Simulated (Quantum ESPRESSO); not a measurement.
# InP (F-43m): a worked LO-TO splitting

Aim: work out the LO frequency and the static dielectric constant of InP (F-43m) from one linear-response run, then check them.

Main program and level: Quantum ESPRESSO 7.5; DFT LDA, scalar-relativistic, plane waves, PseudoDojo norm-conserving pseudopotentials.

The database entry behind the starting cell differs from later determinations by our own check (0.1 to 0.3 % short, probably kX units), so it need not match the best structure at ambient conditions.

## 1. The relaxed structure

It takes space group F-43m (No. 216, cubic). The conventional cell has a = 5.823 Å, b = 5.823 Å, c = 5.823 Å, α = 90.00°, β = 90.00°, γ = 90.00°. Nearest to In lie 4 P at 2.52 Å. P has 4 In at 2.52 Å nearest. Farther neighbours are not listed.

As a file:

```xyz
2
Lattice="-2.9114 0.0000 2.9114 0.0000 2.9114 2.9114 -2.9114 2.9114 0.0000" Properties=species:S:1:pos:R:3 pbc="T T T"
In    0.0000    0.0000    0.0000
P    -1.4557    1.4557    1.4557
```

This is the cell after its relaxation at this level of theory, not the database cell from which that began.

## 2. What the response run gave

A linear-response run on the relaxed cell, with the response to an electric field; only its zone-centre results are used. Cutoff 77 Ry, k mesh 8×8×8 with shifts.

What it wrote:

```text
[banners, grids, parts of the stress and lines that vanish by symmetry left out]
Program PHONON v.7.5
     Reading xml data from directory:

[...]
Exchange-correlation= PW
                           (   1   4   0   0   0   0   0)
[...]
kinetic-energy cut-off    =      77.0000  Ry
     charge density cut-off    =     308.0000  Ry
     convergence threshold     =      1.0E-18
[...]
Exchange-correlation= PW
                           (   1   4   0   0   0   0   0)
[...]
q = (   0.0000000   0.0000000   0.0000000 )
     25 Sym.Ops. (with q -> -q+G )
     G cutoff =  944.5942  (  30467 G-vectors)     FFT grid: ( 45, 45, 45)
     number of k points=    60
[...]
Mode symmetry, T_d (-43m)  point group:
[...]
Dielectric constant
[...]
End of electric fields calculation
          Dielectric constant in cartesian axis
          (      11.530803361       0.000000000       0.000000000 )
          (      -0.000000000      11.530803361      -0.000000000 )
          (       0.000000000      -0.000000000      11.530803361 )
          Effective charges (d Force / dE) in cartesian axis without acoustic sum rule applied (asr)
           atom    1  In    Mean Z*:        2.46111
      Ex  (        2.46111        0.00000       -0.00000 )
      Ey  (       -0.00000        2.46111       -0.00000 )
      Ez  (       -0.00000        0.00000        2.46111 )
           atom    2  P     Mean Z*:       -2.46212
      Ex  (       -2.46212        0.00000        0.00000 )
      Ey  (        0.00000       -2.46212        0.00000 )
      Ez  (        0.00000        0.00000       -2.46212 )
          Effective charges Sum: Mean:       -0.00101
[...]
Effective charges (d Force / dE) in cartesian axis with asr applied:
           atom    1  In    Mean Z*:        2.46162
[...]
atom    2  P     Mean Z*:       -2.46162
[...]
Representation #   1 modes #   1   2   3
[...]
End of self-consistent calculation
     Convergence has been achieved
     Representation #   2 modes #   4   5   6
[...]
End of self-consistent calculation
     Convergence has been achieved
[...]
Dielectric constant in cartesian axis
          (      11.530803361       0.000000000       0.000000000 )
          (      -0.000000000      11.530803361      -0.000000000 )
          (       0.000000000      -0.000000000      11.530803361 )
          Effective charges (d Force / dE) in cartesian axis without acoustic sum rule applied (asr)
           atom    1  In    Mean Z*:        2.46111
      Ex  (        2.46111        0.00000       -0.00000 )
      Ey  (       -0.00000        2.46111       -0.00000 )
      Ez  (       -0.00000        0.00000        2.46111 )
           atom    2  P     Mean Z*:       -2.46212
      Ex  (       -2.46212        0.00000        0.00000 )
      Ey  (        0.00000       -2.46212        0.00000 )
      Ez  (        0.00000        0.00000       -2.46212 )
          Effective charges Sum: Mean:       -0.00101
[...]
Effective charges (d Force / dE) in cartesian axis with asr applied:
           atom    1  In    Mean Z*:        2.46162
[...]
atom    2  P     Mean Z*:       -2.46162
[...]
q = (    0.000000000   0.000000000   0.000000000 )
[...]
freq (    1) =       0.069018 [THz] =       2.302198 [cm-1]
     freq (    2) =       0.069018 [THz] =       2.302198 [cm-1]
     freq (    3) =       0.069018 [THz] =       2.302198 [cm-1]
     freq (    4) =       9.118279 [THz] =     304.153058 [cm-1]
     freq (    5) =       9.118279 [THz] =     304.153058 [cm-1]
     freq (    6) =       9.118279 [THz] =     304.153058 [cm-1]
[...]
Mode symmetry, T_d (-43m)  point group:
     freq (   1-   3) =          2.3  [cm-1]   --> T_2  G_15 P_4   I+R
     freq (   4-   6) =        304.2  [cm-1]   --> T_2  G_15 P_4   I+R

   JOB DONE.
```

```tsv
quantity	value
cell volume Ω (Å³)	49.354
mass of In (u)	114.818
mass of P (u)	30.974
Born charge of In, raw (e)	2.461
Born charge of P, raw (e)	-2.462
ε∞	11.531
ω(TO) after the sum rule (cm⁻¹)	304.1
```

## 3. The calculation

The charges must sum to zero over the cell; taking off their mean, 0.000 e, leaves Z* = 2.462 e on In. In the polar mode In moves against P, so the reduced mass is μ = 114.82 × 30.97 / 145.79 = 24.393 u.

A longitudinal wave builds up a field that adds to the restoring force: ω(LO)² = ω(TO)² + 4π Z*² / (μ Ω ε∞), in Hartree atomic units. With μ = 44466 electron masses and Ω = 333.06 bohr³ the second term is 4.4590e-07 Ha², or 21478 cm⁻² (1 Ha = 219474.6 cm⁻¹).

So ω(LO) = √(92507 + 21478) = 337.6 cm⁻¹, and by the Lyddane-Sachs-Teller relation ε₀ = ε∞ (ω(LO)/ω(TO))² = 14.21.

## 4. Check against the program

The analysis program adds the same non-analytic term to the full matrix, here for q along (1 0 0).

What it wrote:

```text
[banner, memory and clock lines left out]
Program DYNMAT v.7.5

     Reading Dynamical Matrix from file g.dyn
     ...Force constants read
     ...epsilon and Z* read

     Polarizability (A^3 units)
     multiply by 0.221716 for Clausius-Mossotti correction
        41.359618   -0.000000    0.000000
         0.000000   41.359618   -0.000000
         0.000000   -0.000000   41.359618

     IR activities are in (D/A)^2/amu units

# mode   [cm-1]    [THz]      IR
    1     -0.00   -0.0000    0.0000
    2     -0.00   -0.0000    0.0000
    3     -0.00   -0.0000    0.0000
    4    304.15    9.1182    5.7311
    5    304.15    9.1182    5.7311
    6    337.62   10.1215    5.7311
```

ε₀ comes from the program's run without a direction of q.

```tsv
quantity	by hand	program
ω(LO) (cm⁻¹)	337.6	337.6
ε₀	14.21	14.21
```

## 5. Results

```yaml
to_mode: 304.1 cm⁻¹
lo_mode: 337.6 cm⁻¹
static_dielectric_constant: 14.21
```

What this shows: The LO mode of InP (F-43m) lies at 338 cm⁻¹, 33 cm⁻¹ above the TO mode; the formula meets the program within 0.1 cm⁻¹, as it must for a cubic crystal with one polar mode. ω(LO)² − ω(TO)² goes with Z*²/ε∞: an error of 5 % in ε∞ would move the LO mode by 1.5 cm⁻¹, and semilocal functionals tend to overestimate ε∞. These are harmonic values at zero temperature, at the volume of this functional, for the structure held cubic; stability elsewhere in the zone is no part of this calculation.

[Host names and launcher messages were left out of these logs when they were recorded.]

[Logs are printed without paths, hosts, clocks, repeated set-up lines and the standing remarks that a program may print on its own settings, such as how far it seeks lower states.]

[Hosts, paths, dates, database ids (printed as entryN), source tags and the programs' standing remarks are cut or masked in the printed files.]
